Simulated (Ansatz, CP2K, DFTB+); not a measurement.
# Which run comes nearest? Generalised stacking fault on (111) (glide set) of a Ge-Si solid solution (72 atoms)

The cell holds 72 atoms: 51 Ge and 21 Si. Its edges and angles: a = 6.849 Å, b = 11.862 Å, c = 19.646 Å, α = 90.0°, β = 85.0°, γ = 90.0°. Diamond-structure Ge lattice (a = 5.5919 Å, the value set for the mixture), cell with z along [111], 1 x 3 x 2 periods; the third cell vector is tilted by 0.250 of 1/2[11-2] and lengthened by 0.2 Å, so the cell holds one fault (glide set); displaced by a Gaussian of 0.01 Å; 21 of 72 Ge sites given to Si at random (lattice constant by Vegard's rule between Ge and Si). Then every atom was moved at random, 0.05 Å r.m.s. a Cartesian component.

Geometry: as built.

The reference, a calculation:

- method: Kohn-Sham DFT, PBE, PAW, plane waves (Ansatz 0.2.0); cutoff 420 eV, Γ point, fermi-dirac smearing of 0.05 eV; PAW set soft_2
- r.m.s. force component: 0.9036 eV/Å
- longest force: 2.65 eV/Å
- pressure: 3.048 GPa
- SCF cycles: 9
- time: 15 s on 4 threads of Intel Xeon 6975P-C (Granite Rapids), shared host
- CPU time: 51 s

**Question.** The same geometry is run in other programs. How far does each lie from the reference, and what does it cost?
- CP2K RPBE, PBE potentials, DZVP-MOLOPT-SR, 350/50 Ry, diagonalisation (CP2K 2026.2; 2 threads)
- CP2K PBE, DZVP-MOLOPT-SR, 350/50 Ry, diagonalisation (CP2K 2026.2; 2 threads)
- CP2K PBE, DZVP-MOLOPT-SR, 175/50 Ry, diagonalisation (CP2K 2026.2; 2 threads)
- DFTB+ IPEA1-xTB (DFTB+ 25.1; 1 thread)

Differences are against the plane-wave reference, forces as r.m.s. over components; share is that over the reference's r.m.s. force, slope the least-squares factor from reference forces to these. Total energies of different programs have different zeros and aren't compared.

```
                                                                  run  Δ force, r.m.s. (meV/Å)  share (%)  slope  Δ pressure (GPa)  cores  CPU time  memory (GiB)
                                                            reference                        -          -      -                 -      4      51 s           2.3
CP2K RPBE, PBE potentials, DZVP-MOLOPT-SR, 350/50 Ry, diagonalisation                     25.2       2.78  0.997             0.926      2   3.3 min           1.9
                 CP2K PBE, DZVP-MOLOPT-SR, 350/50 Ry, diagonalisation                     25.8       2.85  0.997             0.495      2   3.2 min           1.9
        CP2K PBE, DZVP-MOLOPT-SR, 175/50 Ry, diagonalisation (coarse)                     25.8       2.85  0.997             0.495      2   3.3 min          0.98
                                                      DFTB+ IPEA1-xTB                      543       60.1  1.316              14.9      1      24 s          0.96
```

Rows marked coarse were listed beforehand as settings not expected to be converged; some can still land near the reference.

CPU time is summed over cores on a shared host, where runs went side by side, so it is rough. Symmetry, cutoffs, thresholds, outputs and thread counts weren't matched or tuned between programs; memory under MPI is the largest rank's times the ranks.

The PBE run in local orbitals, coarse settings apart, differs by 2.9 % (CP2K PBE, DZVP-MOLOPT-SR, 350/50 Ry, diagonalisation); basis, grid and potentials can all enter. Tight binding differs by 60 % (DFTB+ IPEA1-xTB); it is another model, with fitted parameters of its own, and the xTB methods hold dispersion. Rows with another functional or a dispersion term differ by 2.8 % (CP2K RPBE, PBE potentials, DZVP-MOLOPT-SR, 350/50 Ry, diagonalisation), which mixes the change of model with differences of basis and potentials, some of them made for another functional. IPEA1-xTB was fitted to ionisation energies and electron affinities, not to forces or charges. Periodic xTB results under one method name differ between programs and library versions (DFTB+ here holds tblite 0.3). The electronic-structure runs sample only Γ, in a cell whose shortest periodic width is 7 Å, which is coarse for a cell with partly filled levels.

[Logs are printed without paths, hosts, clocks, repeated set-up lines and the standing remarks that a program may print on its own settings, such as how far it seeks lower states.]

[Hosts, paths, dates, database ids (printed as entryN), source tags and the programs' standing remarks are cut or masked in the printed files.]
